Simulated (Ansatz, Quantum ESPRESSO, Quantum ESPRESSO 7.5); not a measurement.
**Band edges of F-GeGe-F chair, 1 layer under strain**

Aim: band edges, gap and stiffness of F-GeGe-F chair, 1 layer under biaxial strain.

Program: Quantum ESPRESSO 7.5. Level of theory: plane-wave DFT, PBE, GBRV ultrasoft pseudopotentials (geometry by Ansatz 0.2.0 with PAW datasets; geometry under PBE). Results are calculated unless marked as measured.

## Step 1: Starting point

The cell holds 4 atoms: 2 F and 2 Ge. Its edges and angles: a = 3.960 Å, b = 3.960 Å, c = 19.340 Å, α = 90.0°, β = 90.0°, γ = 120.0°. Vacuum lies along c.

Structure file:

```cif
data_structure
_symmetry_space_group_name_H-M 'P 1'
_symmetry_Int_Tables_number 1
_cell_length_a 3.9600
_cell_length_b 3.9600
_cell_length_c 19.3400
_cell_angle_alpha 90.000
_cell_angle_beta 90.000
_cell_angle_gamma 120.000
_cell_volume 262.65
loop_
_atom_site_label
_atom_site_type_symbol
_atom_site_fract_x
_atom_site_fract_y
_atom_site_fract_z
_atom_site_occupancy
F1 F 0.66667 0.33333 0.38780 1
Ge2 Ge 0.66667 0.33333 0.47932 1
Ge3 Ge 0.33333 0.66667 0.52068 1
F4 F 0.33333 0.66667 0.61220 1
```

This sheet is a model structure: its symmetry is held, and its stability is not tested here.

## Step 2: Relaxation with Ansatz

A relaxation in Ansatz fixes the structure of this slab for the runs on it.

Input file input.yaml:

```yaml
crystal:
  lattice:
    - [3.96, 0.0, 0.0]
    - [-1.98, 3.429460599, 0.0]
    - [0.0, 0.0, 19.34]
  atoms:
    - { symbol: F, position: [0.6666666667, 0.3333333333, 0.3877973113] }
    - { symbol: Ge, position: [0.6666666667, 0.3333333333, 0.4793174767] }
    - { symbol: Ge, position: [0.3333333333, 0.6666666667, 0.5206825233] }
    - { symbol: F, position: [0.3333333333, 0.6666666667, 0.6122026887] }
kpoints:
  mp_grid: { grid: [12, 12, 1] }
hamiltonian:
  xc: pbe
scf:
  occupations: { method: fermi_dirac, width: 0.05 }
  convergence: { dr2_threshold: 1.0e-08 }
efield:
  axis: 3
  dipole_correction: true
  ramp_position: 0.97
  ramp_width: 0.04
relax:
  f_tol: 0.01
  cell: { fix: [c, alpha, beta] }
output:
  write_potential: true
  write_density: true
  volumetric_format: npy
```

Run with:

```console
$ ansatz run input.yaml --threads 4 --pin off --max-ram 8192MiB --backend cpu --events-out ev --progress --plain --runs-dir out
```

Then come: the script; the script: PBE, PseudoDojo norm-conserving; the script, with maxstep = 4; A check by hand. Settings of the main run: cutoff 40 Ry, smearing, fd smearing, smearing width 0.002 Ry, SCF threshold 1.00e-9, maxstep 100, strains (-0.03, -0.015, 0, 0.015, 0.03), filled 21, k 12, k2 12, gbrv-pbe-1.5 potentials, 12×12×1 k-mesh, assume isolated esm, esm bc bc1.

**Question.** What will these runs give for the C11 + C12, heights clamped, PBE, GBRV ultrasoft?

The sheet's biaxial stiffness comes to 41 N/m (PBE, GBRV ultrasoft). The bands touch or overlap at some strains, so edges by band count are no gaps there. Heights are clamped under strain, which makes a sheet with several atomic planes too stiff.

```
C11 + C12, heights clamped, PBE, GBRV ultrasoft             : 41 N/m
C11 + C12, heights clamped, PBE, PseudoDojo norm-conserving : 42 N/m
```

Semilocal gaps are too small. Spin-orbit coupling is left out; depending on the atoms that carry the levels of interest, it can split and shift them by some tens of meV.

[Logs are printed without paths, hosts, clocks, repeated set-up lines and the standing remarks that a program may print on its own settings, such as how far it seeks lower states.]

[Hosts, paths, dates, database ids (printed as entryN), source tags and the programs' standing remarks are cut or masked in the printed files.]

[Maps of the electrostatic potential energy from Ansatz leave out the sawtooth potential of an applied field or a dipole correction, so their vacuum need not be flat; planar profiles and work functions include it.]
